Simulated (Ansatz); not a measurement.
**How fast states decay through Na3Cl2F**

A new crystal, Na3Cl2F: structure, gap and complex bands. It is built by putting F for Br in the Na3BrCl2 structure of space group I4/mmm, with the volume rescaled by atomic radii. The parent structure comes from the Materials Project.

Calculated with Ansatz 0.2.0; r2SCAN DFT, plane waves, PAW files, in the first sound run; inputs show where later runs differ.

The structure was built from a prototype and need not be the compound's stable phase.

## Step 1: The starting structure

It takes space group I4/mmm (No. 139, tetragonal). The conventional cell has a = 3.886 Å, b = 3.886 Å, c = 16.489 Å, α = 90.00°, β = 90.00°, γ = 90.00°. Nearest to Na lie 5 Cl at 2.66 to 2.75 Å and 1 F at 2.82 Å. Nearest to Na lie 4 F at 2.75 Å and 2 Cl at 2.76 Å. Nearest to F lie 6 Na at 2.75 to 2.82 Å. Nearest to Cl lie 6 Na at 2.66 to 2.76 Å. It derives from Na3BrCl2. F for Br in the Na3BrCl2 structure of space group I4/mmm. Farther neighbours and most contacts between anions are not listed.

## Step 2: Cell and atoms at rest

The substituted atoms don't fit the parent's cell, so cell and atoms relax together. A small smearing keeps the run stable in case the gap closes on the way.

input.yaml

```yaml
crystal:
  lattice:
    - [-1.9430482824, 1.9430482824, 8.2443171469]
    - [1.9430482824, -1.9430482824, 8.2443171469]
    - [1.9430482824, 1.9430482824, -8.2443171469]
  atoms:
    - { symbol: Na, position: [0.67098916, 0.67098916, 0.0] }
    - { symbol: Na, position: [0.0, 0.0, 0.0] }
    - { symbol: Na, position: [0.32901084, 0.32901084, 0.0] }
    - { symbol: F, position: [0.5, 0.5, 0.0] }
    - { symbol: Cl, position: [0.83233815, 0.83233815, 0.0] }
    - { symbol: Cl, position: [0.16766185, 0.16766185, 0.0] }
kpoints:
  mp_grid: { grid: [8, 8, 8] }
scf:
  occupations: { method: gaussian, width: 0.03 }
hamiltonian:
  xc: r2scan
output:
  forces: true
  stress: true
relax:
  f_tol: 0.02
  max_steps: 60
  cell: {}
```

On the command line:

```sh
ansatz run input.yaml --threads 2 --pin off --max-ram 4096MiB --backend cpu --events-out ev --progress --plain --runs-dir out
```

Numbers of over 12 decimals in the logs are rounded to 6 here.

The program printed:

```text
basis.fft_grid_basis auto: the FFT boxes are laid along the combinations [[1, 0, 1], [0, 1, 1], [0, 0, 1]] of the cell's own vectors, 3.886, 3.886 and 8.690 Å long. The dense box has 30×30×64 points. Along the cell's own vectors, as sized, it would have 64×64×64, 4.55 times as many. Of the 16 symmetry operations that the crystal satisfies within crystal.symmetry.tolerance (time reversal apart; of a slab, those that k [...]
Engine: ansatz 0.2.0, aarch64-unknown-linux-gnu
Pseudopotentials: kind: paw
Pseudopotential: Na, paw, valence charge 9, recommended cutoff 500 eV (meta_gga), Na.paw.azcp
Pseudopotential: F, paw, valence charge 7, recommended cutoff 500 eV (meta_gga), F.paw.azcp
Pseudopotential: Cl, paw, valence charge 7, recommended cutoff 500 eV (meta_gga), Cl.paw.azcp
Functional definition: r2SCAN
  parameter k0 = 0.174
  parameter k1 = 0.065
  parameter a1 = 4.9479
  exchange = r2scan_x(k0 = k0, k1 = k1, a1 = a1)
  correlation = r2scan_c
Crystal: 6 atoms, lattice volume = 124.504 Å³
Basis set: ecut = 500 eV, 3127 PW (Γ), FFT grids on a1+a3, a2+a3, a3, exchange–correlation on 120×120×256 points (64 copies of the dense FFT grid, shifted against one another)
Bands: 30, of which v1, the nominal top of the filled ones, is band 24 counted from 1 (23 counted from 0)
Symmetry: 16 space group operations
Space group: I4/mmm (ITA 139), of the structure as read, at distance tolerance 5.0e-5 Å
k-points: 59 of 512
Non-local potential: Na, projectors of the file, l = 0: 3, l = 1: 2, l = 2: 1
Non-local potential: F, projectors of the file, l = 0: 2, l = 1: 2, l = 2: 1
Non-local potential: Cl, projectors of the file, l = 0: 2, l = 1: 2, l = 2: 2
PAW form: soft (Blöchl's): semilocal exchange-correlation on the pseudo side does not see the compensation charge
PAW frozen core: Na, regenerated for the run's functional (the file was generated under x = pbe(κ = 0.804, μ = 0.219515), c = pbe(β = 0.066725))
PAW frozen core: F, regenerated for the run's functional (the file was generated under x = pbe(κ = 0.804, μ = 0.219515), c = pbe(β = 0.066725))
PAW frozen core: Cl, regenerated for the run's functional (the file was generated under x = pbe(κ = 0.804, μ = 0.219515), c = pbe(β = 0.066725))
PAW one-centre angular grid: Na, 302 points (default); XC on 339 of its mesh's 2595 points in the sphere
PAW one-centre angular grid: F, 302 points (default); XC on 160 Gauss nodes
PAW one-centre angular grid: Cl, 302 points (default); XC on 160 Gauss nodes
Initial density: superposition of atomic densities (neutral atoms: chi_scale 0, normalization atom), corrected by the library's trained network
Initial wavefunctions: pseudopotential atomic-orbital guess
Functional: x = r2scan, c = r2scan; τ floored in thin density (d = 2e-4 eV/Å³)
SCF iter   1: F=—  HF=-7453.148263 eV  |F-HF|=—  |Δ(HF+E_count)|=         —  Δρ=8.09e-3  dr2=5.43e-2  dr2_τ=2.46e-2  ethr=1.77e-3  ⟨swp⟩=6.1  Hψ=7460  notcnv=0  defer=1
preconditioner: auto → Resta (q_TF=auto, 2.328 Å⁻¹)  ε∞=2.0  [insulator: Δε(μ)=5.850 eV  Ē_g=21.408 eV  σ=0.030 eV  W_gap=1.00  n_scr=26 (ndim 8)  ℏωp=21.6 eV  f_vac=0.107  D(μ)=0.00/eV (n_scr^D=0)  ε∞_Penn≈2.0]
SCF iter   2: F=—  HF=-7453.196799 eV  |F-HF|=—  |Δ(HF+E_count)|=   4.85e-2  Δρ=3.22e-3  dr2=5.02e-3  dr2_τ=1.43e-3  ethr=1.13e-4  ⟨swp⟩=3.0  Hψ=3972  notcnv=0  defer=94
SCF iter   3: F=—  HF=-7453.196588 eV  |F-HF|=—  |Δ(HF+E_count)|=   2.11e-4  Δρ=1.05e-3  dr2=1.22e-3  dr2_τ=1.43e-4  ethr=1.05e-5  ⟨swp⟩=2.1  Hψ=3088  notcnv=0  defer=35
automatic band count: iteration 3 solves 29 bands in place of 30: the levels show a gap, and the empty bands left out lie too high to hold charge; the band table lists the bands solved (type scf.n_extra_bands for more)
SCF iter   4: F=—  HF=-7453.196503 eV  |F-HF|=—  |Δ(HF+E_count)|=   8.58e-5  Δρ=4.79e-4  dr2=1.44e-4  dr2_τ=1.60e-5  ethr=2.55e-6  ⟨swp⟩=2.0  Hψ=2384  notcnv=0  defer=35
SCF iter   5: F=—  HF=-7453.196535 eV  |F-HF|=—  |Δ(HF+E_count)|=   3.27e-5  Δρ=5.17e-5  dr2=2.43e-6  dr2_τ=4.34e-7  ethr=2.99e-7  ⟨swp⟩=2.0  Hψ=2384  notcnv=0  defer=35
SCF iter   6: F=—  HF=-7453.196539 eV  |F-HF|=—  |Δ(HF+E_count)|=   4.11e-6  Δρ=1.34e-5  dr2=2.38e-7  dr2_τ=3.34e-8  ethr=5.07e-9  ⟨swp⟩=2.0  Hψ=2400  notcnv=0  defer=35
SCF iter   7: F=-7453.196540 eV  HF=-7453.196540 eV  |F-HF|=7.81e-9  |Δ(HF+E_count)|=   1.83e-7  Δρ=1.71e-6  dr2=3.60e-9  dr2_τ=5.01e-10  ethr=2.08e-10  ⟨swp⟩=4.0  Hψ=6062  notcnv=0
SCF 1 converged in 7 iterations: F = -7453.196540 eV  dr2 = 3.60e-9
  greatest PAW one-centre occupation: 1.000 electrons in one spin orbital (limit 2), on the Na atom at site 2 (counted from 0), in its partial waves of l = 0
relax step   1: F+E_penalty+E_count = -7453.19653954 eV  Δ(F+E_penalty+E_count) = +0.000e0 eV  max|allowed force component| = 5.998e-1 eV/Å  Δτ_max = 0.0000 Å  P = -1.485 GPa  Ω = 124.504 Å³  (7 SCF iters, dr2 threshold 1.00e-7 eV, accepted)
Crystal: 6 atoms, lattice volume = 117.526 Å³
Basis set: ecut = 500 eV, 2945 PW (Γ), FFT grids on a1+a3, a2+a3, a3, exchange–correlation on 120×120×256 points (64 copies of the dense FFT grid, shifted against one another)
Initial density: handed on by an earlier stage of this run
Initial wavefunctions: those handed on with the density
iter 1 solved again at ethr=1.14e-3 eV; its pass at ethr=3.10e-3 eV (dr2=5.46e-1 eV) is discarded
SCF iter   1: F=—  HF=-7453.860666 eV  |F-HF|=—  |Δ(HF+E_count)|=         —  Δρ=2.38e-2  dr2=5.55e-1  dr2_τ=1.23e0  ethr=1.14e-3  ⟨swp⟩=1.0  Hψ=8621  notcnv=0
automatic band count: iteration 1 solves 28 bands in place of 30: the levels show a gap, and the empty bands left out lie too high to hold charge; the band table lists the bands solved (type scf.n_extra_bands for more)
preconditioner: auto → Resta (q_TF=auto, 2.350 Å⁻¹)  ε∞=2.1  [insulator: Δε(μ)=5.632 eV  Ē_g=20.948 eV  σ=0.030 eV  W_gap=1.00  n_scr=24 (ndim 8)  ℏωp=22.2 eV  f_vac=0.071  D(μ)=0.00/eV (n_scr^D=0)  ε∞_Penn≈2.1]
SCF iter   2: F=—  HF=-7453.444103 eV  |F-HF|=—  |Δ(HF+E_count)|=   4.17e-1  Δρ=1.15e-2  dr2=9.71e-2  dr2_τ=8.32e-3  ethr=1.14e-3  ⟨swp⟩=3.1  Hψ=3090  notcnv=0
SCF iter   3: F=—  HF=-7453.421139 eV  |F-HF|=—  |Δ(HF+E_count)|=   2.30e-2  Δρ=3.92e-3  dr2=1.22e-2  dr2_τ=1.30e-3  ethr=2.02e-4  ⟨swp⟩=3.1  Hψ=3149  notcnv=0
SCF iter   4: F=—  HF=-7453.418384 eV  |F-HF|=—  |Δ(HF+E_count)|=   2.75e-3  Δρ=1.18e-3  dr2=1.17e-3  dr2_τ=1.19e-4  ethr=2.55e-5  ⟨swp⟩=2.1  Hψ=2750  notcnv=0
SCF iter   5: F=—  HF=-7453.418247 eV  |F-HF|=—  |Δ(HF+E_count)|=   1.37e-4  Δρ=2.39e-4  dr2=6.65e-5  dr2_τ=5.82e-6  ethr=2.44e-6  ⟨swp⟩=2.0  Hψ=2576  notcnv=0
SCF iter   6: F=—  HF=-7453.418273 eV  |F-HF|=—  |Δ(HF+E_count)|=   2.64e-5  Δρ=5.71e-5  dr2=2.91e-6  dr2_τ=1.86e-7  ethr=1.38e-7  ⟨swp⟩=2.0  Hψ=2598  notcnv=0
SCF iter   7: F=-7453.418273 eV  HF=-7453.418273 eV  |F-HF|=6.09e-8  |Δ(HF+E_count)|=   3.25e-7  Δρ=1.05e-5  dr2=1.30e-7  dr2_τ=8.89e-9  ethr=1.25e-9  ⟨swp⟩=4.0  Hψ=6136  notcnv=0
SCF 2 converged in 7 iterations: F = -7453.418273 eV  dr2 = 1.30e-7
relax step   2: F+E_penalty+E_count = -7453.41827333 eV  Δ(F+E_penalty+E_count) = -2.217e-1 eV  max|allowed force component| = 3.351e-1 eV/Å  Δτ_max = 0.1948 Å  P = -0.632 GPa  Ω = 117.526 Å³  energy of the carried Pulay correction = +1.231e-3 eV  (7 SCF iters, dr2 threshold 6.00e-7 eV, accepted)
Crystal: 6 atoms, lattice volume = 112.571 Å³
Basis set: ecut = 500 eV, 2833 PW (Γ), FFT grids on a1+a3, a2+a3, a3, exchange–correlation on 120×120×256 points (64 copies of the dense FFT grid, shifted against one another)
iter 1 solved again at ethr=1.02e-3 eV; its pass at ethr=3.10e-3 eV (dr2=4.92e-1 eV) is discarded
SCF iter   1: F=—  HF=-7453.872620 eV  |F-HF|=—  |Δ(HF+E_count)|=         —  Δρ=2.30e-2  dr2=5.01e-1  dr2_τ=1.26e0  ethr=1.02e-3  ⟨swp⟩=1.0  Hψ=8633  notcnv=0
automatic band count: iteration 1 solves 28 bands in place of 30: the levels show a gap, and the empty bands left out lie too high to hold charge; the band table lists the bands solved (type scf.n_extra_bands for more)
preconditioner: auto → Resta (q_TF=auto, 2.367 Å⁻¹)  ε∞=2.2  [insulator: Δε(μ)=5.588 eV  Ē_g=21.105 eV  σ=0.030 eV  W_gap=1.00  n_scr=24 (ndim 8)  ℏωp=22.7 eV  f_vac=0.056  D(μ)=0.00/eV (n_scr^D=0)  ε∞_Penn≈2.2]
SCF iter   2: F=—  HF=-7453.509940 eV  |F-HF|=—  |Δ(HF+E_count)|=   3.63e-1  Δρ=1.13e-2  dr2=9.42e-2  dr2_τ=7.43e-3  ethr=1.02e-3  ⟨swp⟩=3.0  Hψ=3095  notcnv=0
SCF iter   3: F=—  HF=-7453.485145 eV  |F-HF|=—  |Δ(HF+E_count)|=   2.48e-2  Δρ=2.72e-3  dr2=5.47e-3  dr2_τ=6.54e-4  ethr=1.96e-4  ⟨swp⟩=3.1  Hψ=3156  notcnv=0
SCF iter   4: F=—  HF=-7453.484278 eV  |F-HF|=—  |Δ(HF+E_count)|=   8.67e-4  Δρ=1.22e-3  dr2=1.06e-3  dr2_τ=1.24e-4  ethr=1.14e-5  ⟨swp⟩=2.1  Hψ=3368  notcnv=0
SCF iter   5: F=—  HF=-7453.484083 eV  |F-HF|=—  |Δ(HF+E_count)|=   1.95e-4  Δρ=2.54e-4  dr2=4.72e-5  dr2_τ=5.69e-6  ethr=2.21e-6  ⟨swp⟩=2.0  Hψ=2445  notcnv=0
SCF iter   6: F=—  HF=-7453.484112 eV  |F-HF|=—  |Δ(HF+E_count)|=   2.94e-5  Δρ=3.73e-5  dr2=1.54e-6  dr2_τ=1.48e-7  ethr=9.83e-8  ⟨swp⟩=2.7  Hψ=3049  notcnv=0
SCF iter   7: F=-7453.484113 eV  HF=-7453.484113 eV  |F-HF|=1.14e-8  |Δ(HF+E_count)|=   5.11e-7  Δρ=7.85e-6  dr2=4.58e-8  dr2_τ=3.02e-9  ethr=1.25e-9  ⟨swp⟩=4.0  Hψ=6136  notcnv=0
SCF 3 converged in 7 iterations: F = -7453.484113 eV  dr2 = 4.58e-8
relax step   3: F+E_penalty+E_count = -7453.48411290 eV  Δ(F+E_penalty+E_count) = -6.584e-2 eV  max|allowed force component| = 1.110e-1 eV/Å  Δτ_max = 0.1948 Å  P = +0.893 GPa  Ω = 112.571 Å³  energy of the carried Pulay correction = +2.150e-3 eV  (7 SCF iters, dr2 threshold 6.00e-7 eV, accepted)
[...]
relax step   4: F+E_penalty+E_count = -7453.49428194 eV  Δ(F+E_penalty+E_count) = -1.017e-2 eV  max|allowed force component| = 7.905e-2 eV/Å  Δτ_max = 0.0460 Å  P = -0.387 GPa  Ω = 116.623 Å³  energy of the carried Pulay correction = +1.396e-3 eV  (6 SCF iters, dr2 threshold 6.00e-7 eV, accepted)
[...]
relax step   5: F+E_penalty+E_count = -7453.49940960 eV  Δ(F+E_penalty+E_count) = -5.128e-3 eV  max|allowed force component| = 2.954e-2 eV/Å  Δτ_max = 0.0239 Å  P = -0.072 GPa  Ω = 115.171 Å³  energy of the carried Pulay correction = +1.663e-3 eV  (6 SCF iters, dr2 threshold 6.00e-7 eV, accepted)
[...]
relax step   6: F+E_penalty+E_count = -7453.49980796 eV  Δ(F+E_penalty+E_count) = -3.984e-4 eV  max|allowed force component| = 4.602e-3 eV/Å  Δτ_max = 0.0082 Å  P = -0.021 GPa  Ω = 115.099 Å³  energy of the carried Pulay correction = +1.676e-3 eV  (6 SCF iters, dr2 threshold 5.46e-8 eV, accepted)
Initial wavefunctions: pseudopotential atomic-orbital guess (no wavefunctions were taken with the density)
iter 1 solved again at ethr=6.17e-8 eV; its pass at ethr=3.10e-3 eV (dr2=2.96e-5 eV) is discarded
SCF iter   1: F=—  HF=-7453.498084 eV  |F-HF|=—  |Δ(HF+E_count)|=         —  Δρ=1.53e-4  dr2=2.63e-6  dr2_τ=1.18e-5  ethr=6.17e-8  ⟨swp⟩=3.0  Hψ=11887  notcnv=0
preconditioner: auto → Resta (q_TF=auto, 2.358 Å⁻¹)  ε∞=2.1  [insulator: Δε(μ)=5.758 eV  Ē_g=21.473 eV  σ=0.030 eV  W_gap=1.00  n_scr=24 (ndim 8)  ℏωp=22.4 eV  f_vac=0.072  D(μ)=0.00/eV (n_scr^D=0)  ε∞_Penn≈2.1]
SCF iter   2: F=—  HF=-7453.498089 eV  |F-HF|=—  |Δ(HF+E_count)|=   5.29e-6  Δρ=7.69e-5  dr2=7.52e-7  dr2_τ=1.29e-6  ethr=5.47e-9  ⟨swp⟩=2.0  Hψ=2336  notcnv=0
SCF iter   3: F=—  HF=-7453.498091 eV  |F-HF|=—  |Δ(HF+E_count)|=   2.49e-6  Δρ=2.15e-5  dr2=2.02e-7  dr2_τ=5.77e-8  ethr=1.57e-9  ⟨swp⟩=2.0  Hψ=2777  notcnv=0
SCF iter   4: F=—  HF=-7453.498091 eV  |F-HF|=—  |Δ(HF+E_count)|=   1.30e-8  Δρ=1.60e-6  dr2=5.57e-10  dr2_τ=5.75e-10  ethr=4.20e-10  ⟨swp⟩=2.0  Hψ=2375  notcnv=0
SCF iter   5: F=-7453.498091 eV  HF=-7453.498091 eV  |F-HF|=1.13e-10  |Δ(HF+E_count)|=   2.38e-9  Δρ=3.98e-7  dr2=5.05e-11  dr2_τ=2.83e-11  ethr=1.00e-12  ⟨swp⟩=5.0  Hψ=6588  notcnv=0
SCF 7 converged in 5 iterations: F = -7453.498091 eV  dr2 = 5.05e-11
relax step   7: F+E_penalty+E_count = -7453.49809131 eV  Δ(F+E_penalty+E_count) = +1.717e-3 eV  max|allowed force component| = 4.399e-3 eV/Å  Δτ_max = 0.0000 Å  P = -0.019 GPa  Ω = 115.099 Å³  stress off target by 3.10e-2 GPa  SCF on the basis re-selected at this cell (its energy is not comparable with the rows above)  (5 SCF iters)
basis re-selected at this cell: Δ(F+E_penalty+E_count) = +1.717e-3 eV, ΔP = +0.003 GPa vs the last step (what re-selecting the basis moved, of the pressure what is left beyond the Pulay correction that the steps carried, after the strain that the cell walked since its last selection, with what the two solves' SCF thresholds leave and, on support functions, any second-order correction that the steps lacked; it is no m [...]
SCF converged after 5 iterations
Free energy (F): -7453.498091 eV
Harris-Foulkes:  -7453.498091 eV  (|F-HF|=1.13e-10)
Internal energy: -7453.498091 eV  (E = F + TS)
E sigma→0 (E₀):  -7453.498091 eV
Fermi energy:    3.664870 eV
--- Per-component energies (eV) ---
  E_band       = -758.597031
  E_kinetic    = 895.994973
  E_local      = -4935.944423  (includes V_loc(G=0)·N_el)
  E_nonlocal   = 477.168000
  E_hartree    = 1770.245887
  E_xc         = -400.885850
  E_vxc        = -556.337470  (∫ρ·V_xc dr)
  E_paw        = -2339.083895  (= ΣΔE_a)
  E_vpaw       = -218.225158  (= ΣTr[D̂ρ^β])
  E_aug_tail   = 0.001088  (compensation charges beyond the density's cutoff)
  E_vtau       = 38.254150  (kinetic-family band-sum trace: ∫τ·v_τ [+ j·A + Jᵃ·Aᵃ] dr)
  E_ewald      = -2920.610866
  E_core_change = -0.383007  (= ΣΔE_core)
  E_smearing   = -0.000000  (= −TS)
  E_closure    = -0.000000  (closes the sum)
  Σ components = -7453.498091   (vs F -7453.498091, Δ=0.00e0)
--- Forces (eV/Å), atoms counted from 1 ---
  atom   1  Na     0.00000000    -0.00000000    -0.00142305
  atom   2  Na     0.00000000    -0.00000000     0.00000000
  atom   3  Na     0.00000000    -0.00000000     0.00142305
  atom   4  F     -0.00000000    -0.00000000     0.00000000
  atom   5  Cl    -0.00000000     0.00000000     0.00439918
  atom   6  Cl     0.00000000     0.00000000    -0.00439918
  max |Σ_I F_I| component: 8.67e-19 eV/Å
--- Stress (GPa, compression-positive) ---
       -0.031042      -0.000000       0.000000
       -0.000000      -0.031042      -0.000000
        0.000000      -0.000000       0.006434
  P = ⅓ Tr σ = -0.0186 GPa (-0.186 kbar)
--- Relaxed structure (6 steps of the walk, 6 accepted, 1 SCFs on fresh bases) ---
  F+E_penalty+E_count = -7453.49809131 eV   max|allowed force component| = 4.399e-3 eV/Å   (the final SCF, on the basis selected at the relaxed cell)
  cell:  # Å, volume = 115.0990 Å³
    - [-1.911460, 1.911460, 7.875555]
    - [1.911460, -1.911460, 7.875555]
    - [1.911460, 1.911460, -7.875555]
  atoms:
    - { symbol: Na, position: [0.648462, 0.648462, 0] }
    - { symbol: Na, position: [-6.663124318701713e-19, -6.663124318701632e-19, 0] }
    - { symbol: Na, position: [0.351538, 0.351538, 0] }
    - { symbol: F, position: [0.500000, 0.500000, 0] }
    - { symbol: Cl, position: [0.834418, 0.834418, 0] }
    - { symbol: Cl, position: [0.165582, 0.165582, 0] }
```

Run time: 65 s. Hardware: 2 threads of Arm Neoverse V2, shared host; peak memory 0.73 GiB; 2.1 min of CPU time.

Step by step:

| step | energy less that of the first step (eV) | largest force component (eV/Å) | pressure (GPa) | volume (Å³) |
| --- | --- | --- | --- | --- |
| 1 | 0.0000 | 0.5998 | -1.48 | 124.50 |
| 2 | -0.2217 | 0.3351 | -0.63 | 117.53 |
| 3 | -0.2876 | 0.1110 | 0.89 | 112.57 |
| 4 | -0.2977 | 0.0790 | -0.39 | 116.62 |
| 5 | -0.3029 | 0.0295 | -0.07 | 115.17 |
| 6 | -0.3033 | 0.0046 | -0.02 | 115.10 |
| 7* | -0.3016 | 0.0044 | -0.02 | 115.10 |

Relaxation steps marked * repeat the geometry before them on a plane-wave basis chosen anew for their cell, so energy and pressure can jump there.

Forces are held to the 16 operations that the run works with; a distortion that breaks them can't arise in this run.

| conventional cell, symmetrised | before | after | change |
| --- | --- | --- | --- |
| a (Å) | 3.886 | 3.823 | -1.6 % |
| b (Å) | 3.886 | 3.823 | -1.6 % |
| c (Å) | 16.489 | 15.751 | -4.5 % |
| volume (Å³/atom) | 20.75 | 19.18 | -7.6 % |

The atoms that moved most (Å, as changes of fractional coordinates times the final cell):

| atom | dx | dy | dz | length |
| --- | --- | --- | --- | --- |
| Na3 | 0.000 | 0.000 | 0.355 | 0.355 |
| Na1 | 0.000 | 0.000 | -0.355 | 0.355 |
| Cl5 | 0.000 | 0.000 | 0.033 | 0.033 |
| Cl6 | 0.000 | 0.000 | -0.033 | 0.033 |

Numbers from this step:

```yaml
free_energy: -7453.4981 eV
fermi_energy: 3.665 eV
pressure: -0.01855 GPa
```

The largest force component on a free atom ends at 0.0044 eV/Å.

(Part 1 of 3 ends here.)

[Logs are printed without paths, hosts, clocks, repeated set-up lines and the standing remarks that a program may print on its own settings, such as how far it seeks lower states.]

[Hosts, paths, dates, database ids (printed as entryN), source tags and the programs' standing remarks are cut or masked in the printed files.]
